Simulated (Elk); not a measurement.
**How the number of empty states moves the magnetism of CsMnS2**

Wanted: the cheapest choice of the number of empty states that holds the magnetic results of CsMnS2.

Main program and level: Elk 11.2.3 (patched build); LDA (Perdew-Wang); all-electron APW+lo, Dirac cores, scalar-relativistic bands.

### 1. The structure

It takes space group I-4m2 (No. 119, tetragonal). Conventional cell: a = 4.189 Å, b = 4.189 Å, c = 14.641 Å, α = 90.00°, β = 90.00°, γ = 90.00°. Nearest to Cs lie 8 S at 3.71 Å. Mn has 4 S at 2.53 Å nearest. Nearest to S lie 2 Mn at 2.53 Å and 4 Cs at 3.71 Å. invented: RbMnSe2 (I-4m2) with S for Se, Cs for Rb. Farther neighbours and most contacts between anions are not listed.

The cell is a made-up one and need not be a known phase.

### 2. Rung 1 (2 empty states an atom), start ferro +

Spin-polarised states are expanded in the spinless ones, so the number of empty states is a basis size that must be tested.

The last three numbers of an atom's line are a seed field in its sphere. It points against the wanted moment and shrinks by the factor reducebf each loop.

Input file elk.in:

```
tasks
  0

xctype
  3

rgkmax
  7.0

nempty
  2

swidth
  0.005

reducebf
  0.6

epsengy
  1e-05

maxscl
  100

lmaxi
  2

spinpol
  .true.

sppath
  './'

avec
  -3.95770633514 3.95770633514 13.83398953917
  3.95770633514 -3.95770633514 13.83398953917
  3.95770633514 3.95770633514 -13.83398953917

atoms
  3
  'Cs.in'
  1
  0.0000000000 0.0000000000 0.0000000000   0.000000 0.000000 0.000000
  'Mn.in'
  1
  0.2500000000 0.7500000000 0.5000000000   0.000000 0.000000 -0.450000
  'S.in'
  2
  0.6525790000 0.6525790000 0.0000000000   0.000000 0.000000 0.000000
  0.3474210000 0.3474210000 0.0000000000   0.000000 0.000000 0.000000

ngridk
  6 6 6
```

Run with:

```bash
> OMP_NUM_THREADS=4 elk
```

Numbers of over 12 decimals in the logs are rounded to 6 here.

Log:

```text
Warning(init1): few empty states an atom for a second variation :    2.000000000
 they are its basis, with spin, DFT+U, afieldc (12 by default), in Hartree-Fock and RDMFT; 30 and more for pressures

--- INFO.OUT ---
┌─────────────────────────┐
│ Elk code version 11.2.3 │
└─────────────────────────┘

All units are atomic (Hartree, Bohr, etc.)

┌─────────────────────────────────────────────────┐
│ Ground-state run starting from atomic densities │
└─────────────────────────────────────────────────┘

Lattice vectors :
  -3.957706335       3.957706335       13.83398954
   3.957706335      -3.957706335       13.83398954
   3.957706335       3.957706335      -13.83398954

Species : 1 (Cs)
 parameters loaded from : Cs.in
 name : caesium
 nuclear charge    :   -55.00000000
 electronic charge :    55.00000000
 atomic mass :    242271.8146
 muffin-tin radius :    2.800000000
 number of radial points in muffin-tin :    697
 inner part over the whole radius :   0.9860525787E-02
 number on inner part of muffin-tin    :    498
 approximate nuclear radius :   0.9115647269E-04
 number of mesh points to nuclear radius :    252
 atomic positions (lattice), magnetic fields (Cartesian) :
  1 :   0.00000000  0.00000000  0.00000000    0.00000000  0.00000000  0.00000000

Species : 2 (Mn)
 parameters loaded from : Mn.in
 name : manganese
 nuclear charge    :   -25.00000000
 electronic charge :    25.00000000
 atomic mass :    100145.9370
 muffin-tin radius :    2.400000000
 number of radial points in muffin-tin :    497
 inner part over the whole radius :   0.9798345621E-02
 number on inner part of muffin-tin    :    350
 approximate nuclear radius :   0.7074591925E-04
 number of mesh points to nuclear radius :    165
 atomic positions (lattice), magnetic fields (Cartesian) :
  1 :   0.25000000  0.75000000  0.50000000    0.00000000  0.00000000 -0.45000000

Species : 3 (S)
 parameters loaded from : S.in
 name : sulphur
 nuclear charge    :   -16.00000000
 electronic charge :    16.00000000
 atomic mass :    58450.91931
 muffin-tin radius :    2.200000000
 number of radial points in muffin-tin :    397
 inner part over the whole radius :   0.9701357800E-02
 number on inner part of muffin-tin    :    277
 approximate nuclear radius :   0.6195814986E-04
 number of mesh points to nuclear radius :    126
 atomic positions (lattice), magnetic fields (Cartesian) :
  1 :   0.65257900  0.65257900  0.00000000    0.00000000  0.00000000  0.00000000
  2 :   0.34742100  0.34742100  0.00000000    0.00000000  0.00000000  0.00000000

Total number of atoms per unit cell :    4
Total muffin-tin volume :    239.0626346
 ratio of muffin-tin to unit cell volume :   0.2758145260

Spin treatment :
 spin-polarised
 global magnetic field (Cartesian) :    0.000000000       0.000000000       0.000000000
 collinear magnetisation in z-direction

Number of Bravais lattice symmetries :   16
Number of crystal symmetries         :    8
Crystal has no inversion symmetry
Complex Hermitian eigensolver will be used

k-point grid :      6     6     6
k-point offset :    0.000000000       0.000000000       0.000000000
k-point set is reduced with full crystal symmetry group
Total number of k-points :       41

Muffin-tin radius times maximum |G+k| :    7.000000000
 using average radius
Maximum |G+k| for APW functions       :    2.916666667
Maximum (1/2)|G+k|²                   :    4.253472222
Maximum |G| for potential and density :    12.00000000
Constant for pseudocharge density :    8
 order of it for each species :   15  15  15
 order of it for pair densities of each species (exact exchange by exxq0 0: 15) :   13  10   7
Radial integration step length :    1

G-vector grid sizes :     60    60    60
Number of G-vectors :    25297

Maximum angular momentum used for
 APW functions            :    8
 outer part of muffin-tin :    6
 inner part of muffin-tin :    2

Number of empty states         :      8
Total number of valence states :     64
Total number of core states    :     66

Third-order local-orbitals added for an l without core states : T
Total number of local-orbitals :     51

Exchange-correlation functional :      3     0     0
 Perdew-Wang/Ceperley-Alder, Phys. Rev. B 45, 13244 (1992)
 gradient requirement :    0
 local density approximation (LDA)

Smearing type :    3
 Fermi-Dirac
Smearing width :   0.5000000000E-02
Effective electronic temperature (K) :    1578.875124

Mixing type :    3
 Broyden mixing, J. Phys. A: Math. Gen. 17, L317 (1984)

Kohn-Sham potential initialised from atomic data

┌──────────────────────────────┐
│ Self-consistent loop started │
└──────────────────────────────┘

┌─────────────────┐
│ Loop number : 1 │
└─────────────────┘

Energies :
 Fermi                       :    -0.24467021072878E-01
 sum of occupied eigenvalues :     -5912.7103941191
 electron kinetic            :      10252.701390175
 core electron kinetic       :      9869.0919685936
 Coulomb                     :     -19704.807774210
 Coulomb potential           :     -15783.485213083
 nuclear-nuclear             :     -866.33736806962
 electron-nuclear            :     -21906.313320388
 Hartree                     :      3067.8429142481
 Madelung                    :     -11813.065167669
 xc potential                :     -381.75967963373
 xc effective B-field        :    -0.229999
 external B-field            :      0.000000
 exchange                    :     -275.38192512459
 correlation                 :     -9.878836
 electron entropic           :    -0.64918738036552E-02
 total energy                :     -9737.3736373762
 (external B-field energy excluded from total)

Density of states at Fermi energy :    81.35665109
 (states/Hartree/unit cell)

Estimated indirect band gap :   0.6655338694E-03
 from k-point 30 to k-point 12
Estimated direct band gap   :   0.1588022339E-02
 at k-point 32

Charges :
 core                        :    66.00000000
 valence                     :    46.00000000
 interstitial                :    6.667437858
 muffin-tins (core leakage)
  species : 1 (Cs)
   atom 1                    :    52.93109327     (  0.9003564386E-05)
  species : 2 (Mn)
   atom 1                    :    23.15445167     ( -0.3595731121E-05)
  species : 3 (S)
   atom 1                    :    14.62350861     (  0.6301021762E-04)
   atom 2                    :    14.62350861     (  0.6301021762E-04)
 total in muffin-tins        :    105.3325621
 total calculated charge     :    111.9997882
 total charge                :    112.0000000
 error                       :   0.2118202379E-03

Moments :
 interstitial                :   0.3286095929
 muffin-tins
  species : 1 (Cs)
   atom 1                    :   0.4845321107E-02
  species : 2 (Mn)
   atom 1                    :    3.602234661
  species : 3 (S)
   atom 1                    :   0.2543998225E-01
   atom 2                    :   0.2543998225E-01
 total in muffin-tins        :    3.657959946
 total moment                :    3.986569539

[... earlier loops left out ...]

┌──────────────────┐
│ Loop number : 18 │
└──────────────────┘

Energies :
 Fermi                       :     0.73511365309367E-01
 sum of occupied eigenvalues :     -5904.2822783233
 electron kinetic            :      10255.219104102
 core electron kinetic       :      9869.7512297184
 Coulomb                     :     -19706.630959653
 Coulomb potential           :     -15781.338324445
 nuclear-nuclear             :     -866.33736806962
 electron-nuclear            :     -21912.106135208
 Hartree                     :      3071.8125436248
 Madelung                    :     -11815.961797430
 xc potential                :     -377.90410359464
 xc effective B-field        :    -0.258954
 external B-field            :      0.000000
 exchange                    :     -275.48993055315
 correlation                 :     -9.876924
 electron entropic           :    -0.61545811561647E-02
 total energy                :     -9736.7848650123
 (external B-field energy excluded from total)

Density of states at Fermi energy :    76.89819862
 (states/Hartree/unit cell)

Estimated indirect band gap :   0.3947762479E-03
 from k-point 12 to k-point 30
Estimated direct band gap   :   0.2410484120E-02
 at k-point 7

Charges :
 core                        :    66.00000000
 valence                     :    46.00000000
 interstitial                :    6.809077167
 muffin-tins (core leakage)
  species : 1 (Cs)
   atom 1                    :    53.00283839     (  0.8728002825E-05)
  species : 2 (Mn)
   atom 1                    :    23.43924466     ( -0.3595731384E-05)
  species : 3 (S)
   atom 1                    :    14.37441989     (  0.6211725870E-04)
   atom 2                    :    14.37441989     (  0.6211725870E-04)
 total in muffin-tins        :    105.1909228
 total calculated charge     :    111.9998009
 total charge                :    112.0000000
 error                       :   0.1991352636E-03

Moments :
 interstitial                :   0.2767885783
 muffin-tins
  species : 1 (Cs)
   atom 1                    :   0.2515654304E-02
  species : 2 (Mn)
   atom 1                    :    3.840731843
  species : 3 (S)
   atom 1                    :  -0.5449786157E-01
   atom 2                    :  -0.5449786157E-01
 total in muffin-tins        :    3.734251774
 total moment                :    4.011040353

┌──────────────────────────────┐
│ Self-consistent loop stopped │
└──────────────────────────────┘

Wrote STATE.OUT
```

Wall time 56 s (4 threads of AMD EPYC 7R32 (Zen 2), shared host); peak memory 0.29 GiB.

Spin moment in the muffin-tin sphere by atom:

```csv
atom,spin moment in the muffin-tin sphere (μB)
Cs1,0.00
Mn2,3.84
S3,-0.05
S4,-0.05
```

Numbers from this step:

```
magnetization : 4.011 μB
final state   : ferromagnetic
```

After 18 cycles the largest moment stands at 3.84 μB.

### 3. Rung 2 (4 empty states an atom), start ferro +

elk.in, as its differences from that of step 2:

```diff
@@ -10,3 +10,3 @@
 nempty
-  2
+  4
```

Run with:

```bash
> OMP_NUM_THREADS=4 elk
```

Log:

```text
Warning(init1): few empty states an atom for a second variation :    4.000000000
 they are its basis, with spin, DFT+U, afieldc (12 by default), in Hartree-Fock and RDMFT; 30 and more for pressures

--- INFO.OUT ---
┌─────────────────────────┐
│ Elk code version 11.2.3 │
└─────────────────────────┘

All units are atomic (Hartree, Bohr, etc.)

┌─────────────────────────────────────────────────┐
│ Ground-state run starting from atomic densities │
└─────────────────────────────────────────────────┘

Lattice vectors :
  -3.957706335       3.957706335       13.83398954
   3.957706335      -3.957706335       13.83398954
   3.957706335       3.957706335      -13.83398954

Species : 1 (Cs)
 muffin-tin radius :    2.800000000
 atomic positions (lattice), magnetic fields (Cartesian) :
  1 :   0.00000000  0.00000000  0.00000000    0.00000000  0.00000000  0.00000000

Species : 2 (Mn)
 muffin-tin radius :    2.400000000
 atomic positions (lattice), magnetic fields (Cartesian) :
  1 :   0.25000000  0.75000000  0.50000000    0.00000000  0.00000000 -0.45000000

Species : 3 (S)
 muffin-tin radius :    2.200000000
 atomic positions (lattice), magnetic fields (Cartesian) :
  1 :   0.65257900  0.65257900  0.00000000    0.00000000  0.00000000  0.00000000
  2 :   0.34742100  0.34742100  0.00000000    0.00000000  0.00000000  0.00000000

Total number of atoms per unit cell :    4
Total muffin-tin volume :    239.0626346
 ratio of muffin-tin to unit cell volume :   0.2758145260

Spin treatment :
 spin-polarised
 global magnetic field (Cartesian) :    0.000000000       0.000000000       0.000000000
 collinear magnetisation in z-direction

Number of Bravais lattice symmetries :   16
Number of crystal symmetries         :    8
[...]
Coulomb potential           :     -15781.286835421
 nuclear-nuclear             :     -866.33736806962
 electron-nuclear            :     -21912.200470350
 Hartree                     :      3071.8857256354
 Madelung                    :     -11816.008695073
 xc potential                :     -377.90858574568
 xc effective B-field        :    -0.267194
 external B-field            :      0.000000
 exchange                    :     -275.49994985988
 correlation                 :     -9.876378
 electron entropic           :    -0.61144819288710E-02
 total energy                :     -9736.7862920837
 (external B-field energy excluded from total)

Density of states at Fermi energy :    76.51801495
 (states/Hartree/unit cell)

Estimated indirect band gap :   0.3726678588E-03
 from k-point 12 to k-point 30
Estimated direct band gap   :   0.2411451191E-02
 at k-point 7

Charges :
 core                        :    66.00000000
 valence                     :    46.00000000
 interstitial                :    6.803150089
 muffin-tins (core leakage)
  species : 1 (Cs)
   atom 1                    :    53.00262092     (  0.8727426724E-05)
  species : 2 (Mn)
   atom 1                    :    23.44095098     ( -0.3595731059E-05)
  species : 3 (S)
   atom 1                    :    14.37663900     (  0.6214746987E-04)
   atom 2                    :    14.37663900     (  0.6214746987E-04)
 total in muffin-tins        :    105.1968499
 total calculated charge     :    111.9998013
 total charge                :    112.0000000
 error                       :   0.1986911308E-03

Moments :
 interstitial                :   0.2688702593
 muffin-tins
  species : 1 (Cs)
   atom 1                    :   0.3024035156E-02
  species : 2 (Mn)
   atom 1                    :    3.900944853
  species : 3 (S)
   atom 1                    :  -0.8151016333E-01
   atom 2                    :  -0.8151016333E-01
 total in muffin-tins        :    3.740948562
 total moment                :    4.009818821

┌──────────────────────────────┐
│ Self-consistent loop stopped │
└──────────────────────────────┘

Wrote STATE.OUT
```

It took 60 s on 4 threads; peak memory 0.29 GiB.

Spin moment in the muffin-tin sphere by atom:

```csv
atom,spin moment in the muffin-tin sphere (μB)
Cs1,0.00
Mn2,3.90
S3,-0.08
S4,-0.08
```

Read from the output:

```yaml
magnetization: 4.010 μB
final_state: ferromagnetic
```

The largest moment moves by +0.06 μB from rung 1, at 1.1 times its CPU time.

### 4. Rung 3 (8 empty states an atom), start ferro +

elk.in, as its differences from that of step 3:

```diff
@@ -10,3 +10,3 @@
 nempty
-  4
+  8
```

Run with:

```bash
> OMP_NUM_THREADS=4 elk
```

Log:

```text
Warning(init1): few empty states an atom for a second variation :    8.000000000
 they are its basis, with spin, DFT+U, afieldc (12 by default), in Hartree-Fock and RDMFT; 30 and more for pressures

--- INFO.OUT ---
┌─────────────────────────┐
│ Elk code version 11.2.3 │
└─────────────────────────┘

All units are atomic (Hartree, Bohr, etc.)

┌─────────────────────────────────────────────────┐
│ Ground-state run starting from atomic densities │
└─────────────────────────────────────────────────┘

Lattice vectors :
[...]
total charge                :    112.0000000
 error                       :   0.1997288815E-03

Moments :
 interstitial                :   0.2528513724
 muffin-tins
  species : 1 (Cs)
   atom 1                    :   0.3463714520E-02
  species : 2 (Mn)
   atom 1                    :    3.945858396
  species : 3 (S)
   atom 1                    :  -0.9658084591E-01
   atom 2                    :  -0.9658084591E-01
 total in muffin-tins        :    3.756160419
 total moment                :    4.009011791

┌──────────────────────────────┐
│ Self-consistent loop stopped │
└──────────────────────────────┘

Wrote STATE.OUT

[key lines of the parts left out:]
total energy                :     -9736.7875195075
```

Elapsed: 73 s, on 4 threads; peak memory 0.32 GiB.

This step gave:

| Item | Value |
| --- | --- |
| magnetization | 4.009 μB |
| final state | ferromagnetic |
| largest moment | 3.946 μB |

The largest moment moves by +0.04 μB from rung 2, at 1.2 times its CPU time.

### 5. Rung 4 (16 empty states an atom), start ferro +

elk.in, as its differences from that of step 4:

```diff
@@ -10,3 +10,3 @@
 nempty
-  8
+  16
```

Run with:

```bash
> OMP_NUM_THREADS=4 elk
```

Log:

```text
┌─────────────────────────┐
│ Elk code version 11.2.3 │
└─────────────────────────┘

All units are atomic (Hartree, Bohr, etc.)

┌─────────────────────────────────────────────────┐
│ Ground-state run starting from atomic densities │
└─────────────────────────────────────────────────┘

Lattice vectors :
  -3.957706335       3.957706335       13.83398954
   3.957706335      -3.957706335       13.83398954
   3.957706335       3.957706335      -13.83398954

Species : 1 (Cs)
 muffin-tin radius :    2.800000000
[...]
total charge                :    112.0000000
 error                       :   0.2005559363E-03

Moments :
 interstitial                :   0.2374678652
 muffin-tins
  species : 1 (Cs)
   atom 1                    :   0.3091630640E-02
  species : 2 (Mn)
   atom 1                    :    3.971676061
  species : 3 (S)
   atom 1                    :  -0.1018463619
   atom 2                    :  -0.1018463619
 total in muffin-tins        :    3.771074968
 total moment                :    4.008542833

┌──────────────────────────────┐
│ Self-consistent loop stopped │
└──────────────────────────────┘

Wrote STATE.OUT

[key lines of the parts left out:]
total energy                :     -9736.7884478973
```

The job ended after 94 s (4 threads; peak memory 0.33 GiB; 5.5 min of CPU time).

Numbers from this step:

- magnetization: 4.009 μB
- final state: ferromagnetic
- largest moment: 3.972 μB

The largest moment moves by +0.03 μB from rung 3, at 1.3 times its CPU time.

### 6. Rung 5 (30 empty states an atom), start ferro +

elk.in, as its differences from that of step 5:

```diff
@@ -10,3 +10,3 @@
 nempty
-  16
+  30
```

Run with:

```bash
> OMP_NUM_THREADS=4 elk
```

Log:

```text
┌─────────────────────────┐
│ Elk code version 11.2.3 │
└─────────────────────────┘

All units are atomic (Hartree, Bohr, etc.)

┌─────────────────────────────────────────────────┐
│ Ground-state run starting from atomic densities │
└─────────────────────────────────────────────────┘

Lattice vectors :
  -3.957706335       3.957706335       13.83398954
   3.957706335      -3.957706335       13.83398954
   3.957706335       3.957706335      -13.83398954

Species : 1 (Cs)
 muffin-tin radius :    2.800000000
[...]
total charge                :    112.0000000
 error                       :   0.2005318968E-03

Moments :
 interstitial                :   0.2314727329
 muffin-tins
  species : 1 (Cs)
   atom 1                    :   0.3173753221E-02
  species : 2 (Mn)
   atom 1                    :    3.976329038
  species : 3 (S)
   atom 1                    :  -0.1012492019
   atom 2                    :  -0.1012492019
 total in muffin-tins        :    3.777004388
 total moment                :    4.008477121

┌──────────────────────────────┐
│ Self-consistent loop stopped │
└──────────────────────────────┘

Wrote STATE.OUT

[key lines of the parts left out:]
total energy                :     -9736.7887952782
```

Run time: 2.4 min. Hardware: 4 threads; peak memory 0.51 GiB; 8.8 min of CPU time.

Read from the output:

```yaml
magnetization: 4.008 μB
final_state: ferromagnetic
largest_moment: 3.976 μB
```

The largest moment is that of rung 4, at 1.6 times its CPU time.

### 7. The rungs together

Ladder, by row:

```csv
rung,empty states an atom,state from the first start,"moment, first (μB)",CPU time (s)
1,2,ferromagnetic,3.841,188.7
2,4,ferromagnetic,3.901,201.8
3,8,ferromagnetic,3.946,248.6
4,16,ferromagnetic,3.972,331.6
5,30,ferromagnetic,3.976,526.1
```

### 8. What came out

```
range of the moment in the table, first start             : 3.84 to 3.98 μB
range of CPU time                                         : 3.1 min to 8.8 min
first rung from which all stay within 0.03 μB of the last : 4
```

From rung 4 on the result stays within 0.0046 μB of the last rung, inside the margin of 0.03 μB set for it, at 63 % of the last rung's cost. Only the parallel start was run, so no other order was compared.

[Logs and program files are shortened in this print: banners, set-up blocks, solver, clock and traceback lines can be left out without a mark of their own.]

[Logs are printed without paths, hosts, clocks, repeated set-up lines and the standing remarks that a program may print on its own settings, such as how far it seeks lower states.]

[Hosts, paths, dates, database ids (printed as entryN), source tags and the programs' standing remarks are cut or masked in the printed files.]

[Where a cell is said to come from a database of computed structures, the database is the Materials Project.]
